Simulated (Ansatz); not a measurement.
# F on Ni(111): change of the work function, part 4 of 4

Wanted: Δφ(θ) for F/Ni(111), starting from the fcc site.

Ansatz 0.2.0; plane-wave DFT, PBE, Ansatz PAW.

So far, work function, upper face (eV): step 2 (the clean slab) 5.07; step 3 (37 atoms, coverage 0.111 ML, cell 3x3) 5.34; step 4 (17 atoms, coverage 0.25 ML, cell 2x2) 5.68.

## 5. Adsorbate added, k-mesh 6×6×1, coverage 0.5 ML

System of this step: Ni8F (F/Ni(111)). The cell holds 18 atoms: 16 Ni and 2 F. Its edges and angles: a = 4.978 Å, b = 4.978 Å, c = 25.251 Å, α = 90.0°, β = 90.0°, γ = 60.0°. Vacuum lies along c.

Another coverage, to see how the dipoles act on each other as their distance changes.

input.yaml

```yaml
crystal:
  lattice:
    - [4.9780317395, 0.0, 0.0]
    - [2.4890158698, 4.3111019473, 0.0]
    - [0.0, 0.0, 25.2506310946]
  atoms:
    - { symbol: Ni, position: [0.0, 0.0, 0.3564267351], spin: 0.7 }
    - { symbol: Ni, position: [0.1666666667, 0.1666666667, 0.4369107808], spin: 0.72 }
    - { symbol: Ni, position: [0.3333333333, 0.3333333333, 0.517127165], spin: 0.72 }
    - { symbol: Ni, position: [0.0, 0.0, 0.5965382084], spin: 0.7 }
    - { symbol: Ni, position: [0.0, 0.5, 0.3564267351], spin: 0.7 }
    - { symbol: Ni, position: [0.1666666667, 0.6666666667, 0.4369107808], spin: 0.72 }
    - { symbol: Ni, position: [0.3333333333, 0.8333333333, 0.517127165], spin: 0.72 }
    - { symbol: Ni, position: [0.0, 0.5, 0.5965382084], spin: 0.7 }
    - { symbol: Ni, position: [0.5, 0.0, 0.3564267351], spin: 0.7 }
    - { symbol: Ni, position: [0.6666666667, 0.1666666667, 0.4369107808], spin: 0.72 }
    - { symbol: Ni, position: [0.8333333333, 0.3333333333, 0.517127165], spin: 0.72 }
    - { symbol: Ni, position: [0.5, 0.0, 0.5965382084], spin: 0.7 }
    - { symbol: Ni, position: [0.5, 0.5, 0.3564267351], spin: 0.7 }
    - { symbol: Ni, position: [0.6666666667, 0.6666666667, 0.4369107808], spin: 0.72 }
    - { symbol: Ni, position: [0.8333333333, 0.8333333333, 0.517127165], spin: 0.72 }
    - { symbol: Ni, position: [0.5, 0.5, 0.5965382084], spin: 0.7 }
    - { symbol: F, position: [0.1666666667, 0.1666666667, 0.6435732649] }
    - { symbol: F, position: [0.6666666667, 0.1666666667, 0.6435732649] }
magnetization:
  spin_polarized: true
kpoints:
  mp_grid: { grid: [6, 6, 1] }
hamiltonian:
  xc: pbe
scf:
  occupations: { method: fermi_dirac, width: 0.1 }
  convergence: { dr2_threshold: 1.0e-08 }
efield:
  axis: 3
  dipole_correction: true
  ramp_position: 0.97
  ramp_width: 0.06
relax:
  f_tol: 0.02
  max_steps: 60
  constraints: [{ sites: [0, 1, 4, 5, 8, 9, 12, 13] }]
output:
  dos: { projected: true, e_range: [-8, 4] }
  write_potential: true
  write_density: true
  volumetric_format: npy
  elf: true
```

On the command line:

```console
> ansatz run input.yaml --threads 4 --pin off --max-ram 16384MiB --backend cpu --events-out ev --progress --plain --runs-dir out
```

Numbers of over 12 decimals in the logs are rounded to 6 here.

Log:

```text
[...]
Crystal: 18 atoms, lattice volume = 541.899 Å³
Basis set: ecut = 420 eV, 10567 PW (Γ), exchange–correlation on 72×72×360 points (8 copies of the dense FFT grid, shifted against one another)
Bands: 189, of which v1, the nominal top of the filled ones, is band 151 counted from 1 (150 counted from 0)
[...]
- { symbol: Ni, position: [0.5, 0.500000, 0.3564267351] }
    - { symbol: Ni, position: [0.666667, 0.666667, 0.436911] }
    - { symbol: Ni, position: [0.833534, 0.832933, 0.518691] }
    - { symbol: Ni, position: [0.499453, 0.501095, 0.595713] }
    - { symbol: F, position: [0.153099, 0.193802, 0.652600] }
    - { symbol: F, position: [0.653099, 0.193802, 0.652600] }
[key lines of the parts left out:]
SCF converged after 12 iterations
Magnetization: 11.5039 μB (156.7519 up, 145.2481 down)
Free energy (F): -95047.165386 eV
Fermi energy:    2.311208 eV
Dipole field:    D = -0.054582 V/Å  (p = -0.163459 e·Å, saw-weighted, corrected)
Work function:   Φ+ = 6.4442 eV   Φ− = 5.0660 eV
```

Run time: 15 min. Hardware: 4 threads of Arm Neoverse V1, shared host; peak memory 3.8 GiB.

Relaxation path:

| step | energy less that of the first step (eV) | largest force component (eV/Å) |
| --- | --- | --- |
| 1 | 0.0000 | 3.1712 |
| 2 | -0.4192 | 2.0556 |
| 3 | -0.7800 | 0.2595 |
| 4 | -0.7921 | 0.0661 |
| 5 | -0.7933 | 0.0175 |

Forces are held to the 4 operations that the run works with; a distortion that breaks them can't arise in this run.

The atoms that moved most (Å):

| atom | dx | dy | dz | length |
| --- | --- | --- | --- | --- |
| F18 | 0.000 | 0.117 | 0.228 | 0.256 |
| F17 | 0.000 | 0.117 | 0.228 | 0.256 |
| Ni4 | 0.000 | -0.064 | 0.047 | 0.079 |
| Ni12 | 0.000 | -0.064 | 0.047 | 0.079 |
| Ni7 | 0.000 | -0.002 | 0.039 | 0.040 |
| Ni15 | 0.000 | -0.002 | 0.039 | 0.040 |
| Ni11 | 0.000 | -0.005 | -0.026 | 0.026 |
| Ni3 | 0.000 | -0.005 | -0.026 | 0.026 |

The relaxed structure:

```
Ni F
1.0
     4.97803    0.00000    0.00000
     2.48902    4.31110    0.00000
     0.00000    0.00000   25.25063
Ni F
16 2
Direct
  0.00000 0.00000 0.35643
  0.16667 0.16667 0.43691
  0.33395 0.33210 0.51612
  0.00740 0.98520 0.59840
  0.00000 0.50000 0.35643
  0.16667 0.66667 0.43691
  0.33353 0.83293 0.51869
  0.99945 0.50109 0.59571
  0.50000 0.00000 0.35643
  0.66667 0.16667 0.43691
  0.83395 0.33210 0.51612
  0.50740 0.98520 0.59840
  0.50000 0.50000 0.35643
  0.66667 0.66667 0.43691
  0.83353 0.83293 0.51869
  0.49945 0.50109 0.59571
  0.15310 0.19380 0.65260
  0.65310 0.19380 0.65260
```

The relaxation took 5 steps and lowered the energy by 0.79 eV; the largest force on the free atoms ends at 0.018 eV/Å.

The covered face has 6.44 eV, +1.37 eV against the clean one; the bare back face has moved by -0.02 eV, a measure of how thin the slab is.

## 6. Adsorbate added, k-mesh 12×12×1, coverage 1 ML

System of this step: Ni4F (F/Ni(111)). The cell holds 5 atoms: 4 Ni and 1 F. Cell: a = 2.489 Å, b = 2.489 Å, c = 25.251 Å, α = 90.0°, β = 90.0°, γ = 60.0°. Vacuum lies along c.

Another coverage, to see how the dipoles act on each other as their distance changes.

input.yaml, the sections that differ from step 5:

```yaml
crystal:
  lattice:
    - [2.4890158698, 0.0, 0.0]
    - [1.2445079349, 2.1555509736, 0.0]
    - [0.0, 0.0, 25.2506310946]
  atoms:
    - { symbol: Ni, position: [0.0, 0.0, 0.3564267351], spin: 0.7 }
    - { symbol: Ni, position: [0.3333333333, 0.3333333333, 0.4369107808], spin: 0.72 }
    - { symbol: Ni, position: [0.6666666667, 0.6666666667, 0.517127165], spin: 0.72 }
    - { symbol: Ni, position: [0.0, 0.0, 0.5965382084], spin: 0.7 }
    - { symbol: F, position: [0.3333333333, 0.3333333333, 0.6435732649] }
kpoints:
  mp_grid: { grid: [12, 12, 1] }
relax:
  f_tol: 0.02
  max_steps: 60
  constraints: [{ sites: [0, 1] }]
output:
  write_potential: true
  write_density: true
  volumetric_format: npy
# magnetization, hamiltonian, scf, efield: as in step 5
```

Log:

```text
[...]
Crystal: 5 atoms, lattice volume = 135.475 Å³
Basis set: ecut = 420 eV, 2539 PW (Γ), exchange–correlation on 36×36×360 points (8 copies of the dense FFT grid, shifted against one another)
Bands: 50, of which v1, the nominal top of the filled ones, is band 40 counted from 1 (39 counted from 0)
[...]
F+E_penalty+E_count = -24165.36032405 eV   max|allowed force component| = 7.170e-4 eV/Å
  atoms:
[...]
- { symbol: Ni, position: [0.333333, 0.333333, 0.436911] }
    - { symbol: Ni, position: [0.666667, 0.666667, 0.517654] }
[...]
- { symbol: F, position: [0.333333, 0.333333, 0.651660] }
[key lines of the parts left out:]
SCF converged after 10 iterations
Magnetization: 3.2995 μB (41.1498 up, 37.8502 down)
Free energy (F): -24165.360324 eV
Fermi energy:    2.189641 eV
Dipole field:    D = -0.104239 V/Å  (p = -0.078042 e·Å, saw-weighted, corrected)
Work function:   Φ+ = 7.6994 eV   Φ− = 5.0673 eV
```

Run time: 61 s. Hardware: 4 threads; peak memory 0.58 GiB; 3.9 min of CPU time.

The steps of the relaxation:

| step | energy less that of the first step (eV) | largest force component (eV/Å) |
| --- | --- | --- |
| 1 | 0.0000 | 2.8736 |
| 2 | -0.1368 | 1.7936 |
| 3 | -0.2354 | 0.2390 |
| 4 | -0.2370 | 0.0380 |
| 5 | -0.2370 | 0.0007 |

Forces are held to the 6 operations that the run works with; a distortion that breaks them can't arise in this run.

The atoms that moved most (Å):

| atom | dx | dy | dz | length |
| --- | --- | --- | --- | --- |
| F5 | 0.000 | 0.000 | 0.204 | 0.204 |
| Ni4 | 0.000 | 0.000 | 0.030 | 0.030 |
| Ni3 | 0.000 | 0.000 | 0.013 | 0.013 |

Final coordinates:

```xyz
5
Lattice="2.4890 0.0000 0.0000 1.2445 2.1556 0.0000 0.0000 0.0000 25.2506" Properties=species:S:1:pos:R:3
Ni    0.0000    0.0000    9.0000
Ni    1.2445    0.7185   11.0323
Ni    2.4890    1.4370   13.0711
Ni    0.0000    0.0000   15.0925
F     1.2445    0.7185   16.4548
```

Running mean over 2.032 Å of the planar mean; the ramp of the sawtooth is left out. The electron's electrostatic potential energy less the Fermi level by z:

z (Å), electron's electrostatic potential energy less the Fermi level (eV) and a bar from the least value:
```
        4        5.1 ##########################
        5        5.1 ##########################
        6        5.0 ##########################
        7        4.4 #########################
        8       -3.2 #############
        9      -10.1 ##
       10      -10.3 ##
       11      -10.4 #
       12      -10.3 ##
       13      -10.4 #
       14      -10.7 #
       15      -11.3 
       16       -9.0 ####
       17        1.3 ####################
       18        7.2 #############################
       19        7.7 ##############################
       20        7.7 ##############################
       21        7.7 ##############################
       22        7.7 ##############################
```

The relaxation took 5 steps and lowered the energy by 0.24 eV; the largest force on the free atoms ends at 7.2e-4 eV/Å.

The covered face has 7.70 eV, +2.63 eV against the clean one; the bare back face has moved by -0.01 eV, a measure of how thin the slab is.

## 7. Work function against coverage

This step: plane-wave DFT, PBE, Ansatz PAW; work function against coverage (Ansatz 0.2.0).

The runs are now put side by side.

Numbers from this step:

| Item | Value |
| --- | --- |
| work function of the clean face | 5.072 eV |
| largest change of the work function | 2.627 eV |

Work function of the covered face against coverage:

| coverage (adsorbates/nm²) | work function of the covered face (eV) |
| --- | --- |
| 0.00 | 5.07 |
| 2.07 | 5.34 |
| 4.66 | 5.68 |
| 9.32 | 6.44 |
| 18.64 | 7.70 |

The dipole per adsorbate comes from the change of the cell's dipole. Coverage, by row:

| coverage (1/nm²) | coverage (ML) | work function (eV) | change (eV) | dipole per adsorbate, positive end outwards (debye) | mean height of the added atoms over the highest substrate atom (Å) |
| --- | --- | --- | --- | --- | --- |
| 2.071 | 0.1111 | 5.341 | 0.2689 | -0.346 | 1.419 |
| 4.66 | 0.25 | 5.684 | 0.6118 | -0.352 | 1.434 |
| 9.319 | 0.5 | 6.444 | 1.372 | -0.395 | 1.369 |
| 18.64 | 1 | 7.699 | 2.627 | -0.376 | 1.362 |

## 8. Summary of results

```json
{
  "work function of the clean face": "5.07 eV",
  "work function at 0.11 ML": "5.34 eV",
  "work function at 0.25 ML": "5.68 eV",
  "work function at 0.5 ML": "6.44 eV",
  "work function at 1 ML": "7.70 eV",
  "dipole per adsorbate at 0.11 ML, positive end outwards": "-0.35 D"
}
```

In words: F raises the work function of Ni(111) at the lowest coverage, by 0.27 eV: the adsorbate layer has its negative end outwards. The slab has 4 layers, at the tabulated experimental lattice constant, one starting site was run, and quantum-size effects of a slab this thin can reach one or two tenths of an eV. The magnetic order is the one reached from the typed start; other orders were not compared.

[Logs are printed without paths, hosts, clocks, repeated set-up lines and the standing remarks that a program may print on its own settings, such as how far it seeks lower states.]

[Hosts, paths, dates, database ids (printed as entryN), source tags and the programs' standing remarks are cut or masked in the printed files.]

[Maps of the electrostatic potential energy from Ansatz leave out the sawtooth potential of an applied field or a dipole correction, so their vacuum need not be flat; planar profiles and work functions include it.]
